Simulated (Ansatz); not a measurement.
## ESR parameters of Ba3Mn2O8

Aim: the g tensor that the resonance of Ba3Mn2O8 should show and the anisotropy of its spins, with the hyperfine coupling at the magnetic ion. Measured values stand at the end.

Calculated with Ansatz 0.2.0; DFT, PBEsol+U, plane-wave PAW, PAW set soft_2, collinear spin, scalar-relativistic.

**1. The structure**

The structure is trigonal, space group R-3m (No. 166). The conventional cell has a = 5.711 Å, b = 5.711 Å, c = 21.444 Å, α = 90.00°, β = 90.00°, γ = 120.00°. Ba has 10 O at 2.62 to 2.91 Å nearest. Nearest to Ba lie 12 O at 2.76 to 3.30 Å. Nearest to Mn lie 4 O at 1.67 to 1.71 Å. Nearest to O lie 1 Mn at 1.67 Å and 4 Ba at 2.62 to 3.30 Å. O has 1 Mn at 1.71 Å and 4 Ba at 2.76 to 2.91 Å nearest. Farther neighbours, and contacts between anions beyond the nearest, are not listed.

The structure is an entry of the Crystallography Open Database.

The 2 Mn moments of the cell that is run start parallel. In a paramagnet exchange averages the ions' tensors into one line, which the cell's tensor stands for; it tells nothing where the spins pair up instead.

**2. Ground state and spin-orbit pass**

One collinear run gives the spin density, also at the nuclei; a second pass then couples the two spin channels by spin-orbit coupling for several directions of the moment, which gives orbital moments and direction energies. U = 4 eV on Mn is meant to offset the tendency of semilocal functionals to spread the spin.

input.yaml reads:

```yaml
crystal:
  lattice:
    - [2.855364, 1.648545174, 7.1479433333]
    - [-2.855364, 1.648545174, 7.1479433333]
    - [0.0, -3.2970903481, 7.1479433333]
  atoms:
    - { symbol: Ba, position: [0.79308, 0.79308, 0.79308] }
    - { symbol: Ba, position: [0.20692, 0.20692, 0.20692] }
    - { symbol: Ba, position: [0.0, 0.0, 0.0] }
    - { symbol: Mn, position: [0.59292, 0.59292, 0.59292], spin: 2.0 }
    - { symbol: Mn, position: [0.40708, 0.40708, 0.40708], spin: 2.0 }
    - { symbol: O, position: [0.67086, 0.67086, 0.67086] }
    - { symbol: O, position: [0.32914, 0.32914, 0.32914] }
    - { symbol: O, position: [0.27287, 0.75812, 0.27287] }
    - { symbol: O, position: [0.27287, 0.27287, 0.75812] }
    - { symbol: O, position: [0.75812, 0.27287, 0.27287] }
    - { symbol: O, position: [0.72713, 0.24188, 0.72713] }
    - { symbol: O, position: [0.24188, 0.72713, 0.72713] }
    - { symbol: O, position: [0.72713, 0.72713, 0.24188] }
magnetization:
  spin_polarized: true
kpoints:
  mp_grid: { grid: [3, 3, 3] }
scf:
  lower_state_search: "off"
  occupations: { method: fermi_dirac, width: 0.01 }
hamiltonian:
  xc: pbesol
  hubbard: [{ species: Mn, l: d, u_eff: 4 }]
output:
  efg:
    contact_densities: true
    quadrupole_moments_barn: { Ba: 0.236, Mn: 0.33, O: -0.02558 }
  forces: true
  eigenstates:
    nscf_kmesh: { grid: [3, 3, 3] }
    top_band: c78
    magnetocrystalline_anisotropy:
      directions: [[1, 0, 0], [0, 1, 0], [0, 0, 1], [1, 1, 0], [1, 0, 1], [0, 1, 1]]
# [... lines on directions and stored grids left out ...]
```

Launch:

```sh
ansatz run input.yaml --threads 4 --pin off --max-ram 9216MiB --backend cpu --events-out ev --progress --plain --runs-dir out
```

The log of the run:

```text
[...]
Ba: output.efg is read without spin–orbit coupling, which moves field gradients at and beside such atoms by some per cent and up to a factor of two; PAW files take it under magnetization.noncollinear and magnetization.spin_orbit
Engine: ansatz 0.2.0, aarch64-unknown-linux-gnu
Pseudopotentials: kind: paw
Pseudopotential: Ba, paw, valence charge 10, recommended cutoff 420 eV (normal), Ba.paw.azcp
Pseudopotential: Mn, paw, valence charge 15, recommended cutoff 420 eV (normal), Mn.paw.azcp
Pseudopotential: O, paw, valence charge 6, recommended cutoff 420 eV (normal), O.paw.azcp
Functional definition: PBEsol
  exchange = pbesol_x
  correlation = pbesol_c
Crystal: 13 atoms, lattice volume = 201.881 Å³
Basis set: ecut = 420 eV, 3947 PW (Γ), exchange–correlation on 108×108×108 points (8 copies of the dense FFT grid, shifted against one another)
Bands: 69, of which v1, the nominal top of the filled ones, is band 54 counted from 1 (53 counted from 0)
Symmetry: 12 space group operations
Space group: R-3m (ITA 166), of the structure as read, at distance tolerance 5.9e-5 Å
Magnetic group: BNS 166.97 (UNI 1327), of the structure as read, at distance tolerance 5.9e-5 Å
k-points: 6 of 27
Non-local potential: Ba, projectors of the file, l = 0: 3, l = 1: 2, l = 2: 2, l = 3: 2
Non-local potential: Mn, projectors of the file, l = 0: 3, l = 1: 2, l = 2: 3, l = 3: 1
Non-local potential: O, projectors of the file, l = 0: 2, l = 1: 2, l = 2: 1
PAW form: soft (Blöchl's): semilocal exchange-correlation on the pseudo side does not see the compensation charge
PAW frozen core: Ba, regenerated for the run's functional, and the local potential with it (the file was generated under x = pbe(κ = 0.804, μ = 0.219515), c = pbe(β = 0.066725))
PAW frozen core: Mn, regenerated for the run's functional, and the local potential with it (the file was generated under x = pbe(κ = 0.804, μ = 0.219515), c = pbe(β = 0.066725))
PAW frozen core: O, regenerated for the run's functional, and the local potential with it (the file was generated under x = pbe(κ = 0.804, μ = 0.219515), c = pbe(β = 0.066725))
PAW one-centre angular grid: Ba, 194 points (default); XC on 64 Gauss nodes
PAW one-centre angular grid: Mn, 590 points (default); XC on 64 Gauss nodes
PAW one-centre angular grid: O, 110 points (default); XC on 64 Gauss nodes
Initial density: superposition of atomic densities (chi_scale 0.1, normalization cell, long waves kept (reshape's long-wave potential 0.03 eV rms))
Starting moments: Σ|m| = 4 μB on 2 of 13 sites
Initial wavefunctions: pseudopotential atomic-orbital guess
Functional: x = pbesol(κ = 0.804, μ = 0.123457), c = pbesol(β = 0.046)
SCF iter   1: F=—  HF=-29816.614002 eV  |F-HF|=—  |Δ(HF+E_count)|=         —  Δρ=6.15e-2 (↑6.15e-2 ↓4.44e-2)  dr2=2.12e1  dr2_m=5.19e-1  M=4.000 μB ∫|m|=4.965 μB  β_m=1.00  ethr=3.10e-3  ⟨swp⟩=7.2  Hψ=3459  notcnv=0  defer=4
preconditioner: auto → Resta (q_TF=auto, 2.458 Å⁻¹)  ε∞=5.8  [insulator: Δε(μ)=0.567 eV  Ē_g=11.065 eV  σ=0.010 eV  W_gap=1.00  n_scr=52 (ndim 8)  ℏωp=24.2 eV  f_vac=0.000  D(μ)=0.00/eV (n_scr^D=0)  ε∞_Penn≈5.8]
spin=Collinear: Resta preconditioning applied to the charge; magnetization (m = ρ↑ − ρ↓) channel mixes plain (no charge-response kernel on spin).
SCF iter   2: F=—  HF=-29815.285950 eV  |F-HF|=—  |Δ(HF+E_count)|=    1.33e0  Δρ=3.41e-2 (↑3.22e-2 ↓3.41e-2)  dr2=8.83e0  dr2_m=1.10e-1  M=4.000 μB ∫|m|=5.004 μB  β_m=1.00  ethr=3.10e-3  ⟨swp⟩=3.0  Hψ=1770  notcnv=0  defer=118
SCF iter   3: F=—  HF=-29814.940967 eV  |F-HF|=—  |Δ(HF+E_count)|=   3.45e-1  Δρ=1.51e-2 (↑1.41e-2 ↓1.51e-2)  dr2=2.10e0  dr2_m=4.74e-3  M=4.000 μB ∫|m|=5.042 μB  β_m=1.00  ethr=3.10e-3  ⟨swp⟩=3.2  Hψ=1375  notcnv=0  defer=119
SCF iter   4: F=—  HF=-29814.897894 eV  |F-HF|=—  |Δ(HF+E_count)|=   4.31e-2  Δρ=1.08e-2 (↑1.08e-2 ↓1.03e-2)  dr2=9.30e-1  dr2_m=2.95e-3  M=4.000 μB ∫|m|=5.029 μB  β_m=0.30  ethr=1.95e-3  ⟨swp⟩=3.2  Hψ=1297  notcnv=0  defer=119
SCF iter   5: F=—  HF=-29814.898928 eV  |F-HF|=—  |Δ(HF+E_count)|=   1.03e-3  Δρ=6.10e-3 (↑6.10e-3 ↓4.63e-3)  dr2=2.39e-1  dr2_m=2.40e-3  M=4.000 μB ∫|m|=4.969 μB  β_m=0.30  ethr=8.61e-4  ⟨swp⟩=3.0  Hψ=1543  notcnv=0  defer=119
SCF iter   6: F=—  HF=-29814.951623 eV  |F-HF|=—  |Δ(HF+E_count)|=   5.27e-2  Δρ=2.30e-3 (↑2.23e-3 ↓2.30e-3)  dr2=1.54e-2  dr2_m=3.62e-3  M=4.000 μB ∫|m|=4.934 μB  β_m=0.30  ethr=2.21e-4  ⟨swp⟩=2.1  Hψ=1215  notcnv=0  defer=119
SCF iter   7: F=—  HF=-29815.005911 eV  |F-HF|=—  |Δ(HF+E_count)|=   5.43e-2  Δρ=3.73e-3 (↑3.73e-3 ↓1.35e-3)  dr2=4.50e-2  dr2_m=4.26e-3  M=4.000 μB ∫|m|=4.895 μB  β_m=0.30  ethr=1.43e-5  ⟨swp⟩=3.4  Hψ=1557  notcnv=0  defer=119
SCF iter   8: F=—  HF=-29815.025566 eV  |F-HF|=—  |Δ(HF+E_count)|=   1.97e-2  Δρ=2.51e-3 (↑7.59e-4 ↓2.51e-3)  dr2=9.64e-3  dr2_m=4.07e-3  M=4.000 μB ∫|m|=4.870 μB  β_m=0.30  ethr=1.43e-5  ⟨swp⟩=3.2  Hψ=1528  notcnv=0  defer=118
SCF iter   9: F=—  HF=-29815.036390 eV  |F-HF|=—  |Δ(HF+E_count)|=   1.08e-2  Δρ=1.63e-3 (↑1.63e-3 ↓1.37e-3)  dr2=2.56e-4  dr2_m=4.08e-3  M=4.000 μB ∫|m|=4.842 μB  β_m=0.30  ethr=8.93e-6  ⟨swp⟩=3.2  Hψ=1108  notcnv=0  defer=118
SCF iter  10: F=—  HF=-29815.043615 eV  |F-HF|=—  |Δ(HF+E_count)|=   7.23e-3  Δρ=1.52e-3 (↑1.52e-3 ↓1.35e-3)  dr2=1.01e-4  dr2_m=3.81e-3  M=4.000 μB ∫|m|=4.819 μB  β_m=0.30  ethr=2.37e-7  ⟨swp⟩=2.4  Hψ=1434  notcnv=0  defer=118
[...]
SCF iter  15: F=—  HF=-29815.054994 eV  |F-HF|=—  |Δ(HF+E_count)|=   9.07e-4  Δρ=1.00e-3 (↑1.00e-3 ↓9.68e-4)  dr2=2.63e-6  dr2_m=1.80e-3  M=4.000 μB ∫|m|=4.737 μB  β_m=0.30  ethr=2.27e-9  ⟨swp⟩=3.1  Hψ=1646  notcnv=0  defer=118
Mixer restart at iter 15: flushing history
spin-set hold released at iteration 15 (site moments' squared step at or under half its running peak, from the soft ceiling on): the magnetisation degrees of freedom join the quasi-Newton model from the next iteration; the mixer history was flushed
SCF iter  16: F=—  HF=-29815.055659 eV  |F-HF|=—  |Δ(HF+E_count)|=   6.64e-4  Δρ=9.10e-4 (↑9.10e-4 ↓8.81e-4)  dr2=3.13e-6  dr2_m=1.48e-3  M=4.000 μB ∫|m|=4.726 μB  β_m=0.26  ethr=2.27e-9  ⟨swp⟩=3.0  Hψ=1507  notcnv=0  defer=118
SCF iter  17: F=—  HF=-29815.057115 eV  |F-HF|=—  |Δ(HF+E_count)|=   1.46e-3  Δρ=5.81e-4 (↑5.81e-4 ↓5.41e-4)  dr2=4.31e-6  dr2_m=5.81e-4  M=4.000 μB ∫|m|=4.690 μB  β_m=0.63  ethr=2.27e-9  ⟨swp⟩=3.1  Hψ=2010  notcnv=0  defer=118
SCF iter  18: F=—  HF=-29815.057834 eV  |F-HF|=—  |Δ(HF+E_count)|=   7.19e-4  Δρ=1.41e-4 (↑1.12e-4 ↓1.41e-4)  dr2=1.34e-4  dr2_m=1.91e-6  M=4.000 μB ∫|m|=4.640 μB  β_m=0.53  ethr=2.27e-9  ⟨swp⟩=3.4  Hψ=2100  notcnv=0  defer=118
SCF iter  19: F=—  HF=-29815.057821 eV  |F-HF|=—  |Δ(HF+E_count)|=   1.32e-5  Δρ=9.96e-5 (↑9.96e-5 ↓7.30e-5)  dr2=4.60e-5  dr2_m=1.42e-6  M=4.000 μB ∫|m|=4.639 μB  β_m=0.48  ethr=2.27e-9  ⟨swp⟩=3.1  Hψ=1919  notcnv=0  defer=118
SCF iter  20: F=—  HF=-29815.057823 eV  |F-HF|=—  |Δ(HF+E_count)|=   2.35e-6  Δρ=4.47e-5 (↑4.47e-5 ↓3.01e-5)  dr2=8.36e-6  dr2_m=6.86e-7  M=4.000 μB ∫|m|=4.640 μB  β_m=0.51  ethr=2.27e-9  ⟨swp⟩=2.0  Hψ=1356  notcnv=0  defer=118
SCF iter  21: F=—  HF=-29815.057824 eV  |F-HF|=—  |Δ(HF+E_count)|=   1.10e-6  Δρ=1.83e-5 (↑1.83e-5 ↓1.20e-5)  dr2=6.88e-7  dr2_m=1.88e-7  M=4.000 μB ∫|m|=4.641 μB  β_m=0.75  ethr=2.27e-9  ⟨swp⟩=2.0  Hψ=1200  notcnv=0  defer=118
SCF iter  22: F=—  HF=-29815.057825 eV  |F-HF|=—  |Δ(HF+E_count)|=   4.41e-7  Δρ=6.65e-6 (↑6.65e-6 ↓3.49e-6)  dr2=1.63e-7  dr2_m=1.44e-8  M=4.000 μB ∫|m|=4.641 μB  β_m=0.88  ethr=6.37e-10  ⟨swp⟩=2.2  Hψ=1290  notcnv=0  defer=118
SCF iter  23: F=-29815.057825 eV  HF=-29815.057825 eV  |F-HF|=2.67e-9  |Δ(HF+E_count)|=   1.18e-8  Δρ=7.41e-7 (↑7.41e-7 ↓5.76e-7)  dr2=4.03e-9  dr2_m=3.56e-10  M=4.000 μB ∫|m|=4.641 μB  ethr=9.26e-11  ⟨swp⟩=17.8  Hψ=6780  notcnv=0
SCF 1 converged in 23 iterations: F = -29815.057825 eV  dr2 = 4.03e-9
  greatest PAW one-centre occupation: 1.000 electrons in one spin orbital (limit 2), on the Mn atom at site 4 (counted from 0), in its partial waves of l = 0
NSCF: frozen V_eff on 6 k-points
Magnetocrystalline anisotropy: 0 of 6 k-points coupled
Magnetocrystalline anisotropy: 6 of 6 k-points coupled
SCF converged after 23 iterations
Magnetization: 4.0000 μB (56.0000 up, 52.0000 down)
Absolute magnetization: 4.6792 μB (∫|ρ↑−ρ↓|, with the PAW one-centre terms)
Spin contamination: 0.1116 ħ² per cell (⟨S²⟩ above its minimum at these occupations)
Per-site moments (μB) at R_I (Å): [(0.00261438, 1.081107), (0.00261438, 1.081107), (0.00593171, 1.137026), (1.568130, 0.689424), (1.568130, 0.689424), (0.00141221, 0.689424), (0.00141221, 0.689424), (0.00942649, 0.703489), (0.00942649, 0.703489), (0.00942649, 0.703489), (0.00942649, 0.703489), (0.00942649, 0.703489), (0.00942649, 0.703489)]
Free energy (F): -29815.057825 eV
Harris-Foulkes:  -29815.057825 eV  (|F-HF|=2.67e-9)
Internal energy: -29815.057825 eV  (E = F + TS)
E sigma→0 (E₀):  -29815.057825 eV
Fermi energy:    8.978185 eV
[...]
--- Forces (eV/Å), atoms counted from 1 ---
  atom   1  Ba     0.00000000     0.00000000    -0.02038288
  atom   2  Ba    -0.00000000    -0.00000000     0.02038288
  atom   3  Ba    -0.00000000     0.00000000     0.00000000
  atom   4  Mn    -0.00000000     0.00000000    -0.20356496
  atom   5  Mn     0.00000000    -0.00000000     0.20356496
  atom   6  O     -0.00000000    -0.00000000     0.23235531
  atom   7  O      0.00000000     0.00000000    -0.23235531
  atom   8  O      0.00920721    -0.00531578    -0.03298973
  atom   9  O     -0.00000000     0.01063157    -0.03298973
  atom  10  O     -0.00920721    -0.00531578    -0.03298973
  atom  11  O     -0.00920721     0.00531578     0.03298973
  atom  12  O      0.00920721     0.00531578     0.03298973
  atom  13  O      0.00000000    -0.01063157     0.03298973
  max |Σ_I F_I| component: 6.94e-18 eV/Å
--- PAW observables at the nuclei: V_zz in 10²¹ V/m², potentials from the cell's mean, atoms counted from 1 ---
  atom   1  Ba V_zz =    -3.689050   η = 0.0000   by run symmetry: allowed   C_q = -21.0514 MHz
            electrostatic potential = -9624.275462 V   contact ρ = 2062630.965186 e/Å³   contact ρ_s (e/Å³): all electrons +0.386695, valence +0.389329
  atom   2  Ba V_zz =    -3.689050   η = 0.0000   by run symmetry: allowed   C_q = -21.0514 MHz
            electrostatic potential = -9624.275462 V   contact ρ = 2062630.965186 e/Å³   contact ρ_s (e/Å³): all electrons +0.386695, valence +0.389329
  atom   3  Ba V_zz =   -18.917941   η = 0.0000   by run symmetry: allowed   C_q = -107.9544 MHz
            electrostatic potential = -9624.420018 V   contact ρ = 2062629.053340 e/Å³   contact ρ_s (e/Å³): all electrons +0.940137, valence +0.928530
  atom   4  Mn V_zz =    +0.783181   η = 0.0000   by run symmetry: allowed   C_q = +6.2493 MHz
            electrostatic potential = -3027.629023 V   contact ρ = 87611.262441 e/Å³   contact ρ_s (e/Å³): all electrons -1.455130, valence +2.943134
  atom   5  Mn V_zz =    +0.783181   η = 0.0000   by run symmetry: allowed   C_q = +6.2493 MHz
            electrostatic potential = -3027.629023 V   contact ρ = 87611.262441 e/Å³   contact ρ_s (e/Å³): all electrons -1.455130, valence +2.943134
[...]
atom  13  O  V_zz =    +7.011384   η = 0.1936   by run symmetry: allowed   C_q = -4.3367 MHz
            electrostatic potential = -624.312426 V   contact ρ = 2145.308289 e/Å³   contact ρ_s (e/Å³): all electrons +0.019769, valence +0.042333
--- Band table (eV; the first three rows and the last of 12) ---
[...]
Occupation matrices written to <dir>
```

Wall time 82 s (4 threads of Arm Neoverse V2, shared host); peak memory 1 GiB; 5.2 min of CPU time.

The cell carries 4.00 μB, S = 1 on each ion. Mn (atom 5) has 4 O at 1.67 to 1.71 Å round it and 1.57 μB in its sphere.

The spin-orbit pass, by direction of the magnetisation (its table summed over the atoms):

```csv
direction,energy (meV),orbital moment (μB),on atom 5 (μB)
[1 0 0],0.0000,-0.0484,-0.0272
[0 1 0],0.0000,-0.0484,-0.0272
[0 0 1],0.1072,-0.0449,-0.0279
[1 1 0],0.0000,-0.0484,-0.0272
[1 0 1],0.0536,-0.0467,-0.0275
[0 1 1],0.0536,-0.0467,-0.0275
```

With g(n) = 2.0023 + L(n)/S, L and S summed over the cell's ions (S = 2), fitted to a symmetric tensor and averaged over the point group, the principal values are:

```csv
g,axis x,axis y,axis z
1.9781,0.00,1.00,0.00
1.9781,1.00,0.00,0.00
1.9799,0.00,0.00,1.00
```

One ion alone (atom 5, its own sphere) gives 1.975 (mean; the three values lie within 0.002). The cell's tensor adds the ligands' share.

The direction energies per ion, fitted to a tensor and divided by S(S − 1/2), give D = +0.864 cm⁻¹ (+25.9 GHz).

Contact couplings, A_iso = (4μ₀/3h) μB g_N μN ρ_s(0)/2S, with the ion's S:

```csv
atom,nucleus,atoms with this value,A_iso (MHz)
4,⁵⁵Mn,2,-119.0
3,¹³⁷Ba,1,34.8
1,¹³⁷Ba,2,14.3
8,¹⁷O,6,-0.9
6,¹⁷O,2,0.2
```

The ion's own value rests on core polarisation and comes out too small in this program at this level.

(Continued in part 2 of 2.)

[Long decimals in the printed logs are rounded to 6 places.]

[Where a GPAW ground-state log is shown, its clock times and its lines on the Fermi level, the gap and the full list of levels were taken out.]

[Logs are printed without paths, hosts, clocks, repeated set-up lines and the standing remarks that a program may print on its own settings, such as how far it seeks lower states.]

[Hosts, paths, dates, database ids (printed as entryN), source tags and the programs' standing remarks are cut or masked in the printed files.]

[A later check with an all-electron program, on Mn²⁺ in one crystal, gave about the same coupling, so for Mn the shortfall against experiment is probably not the program's treatment of the core; other ions were not checked so.]
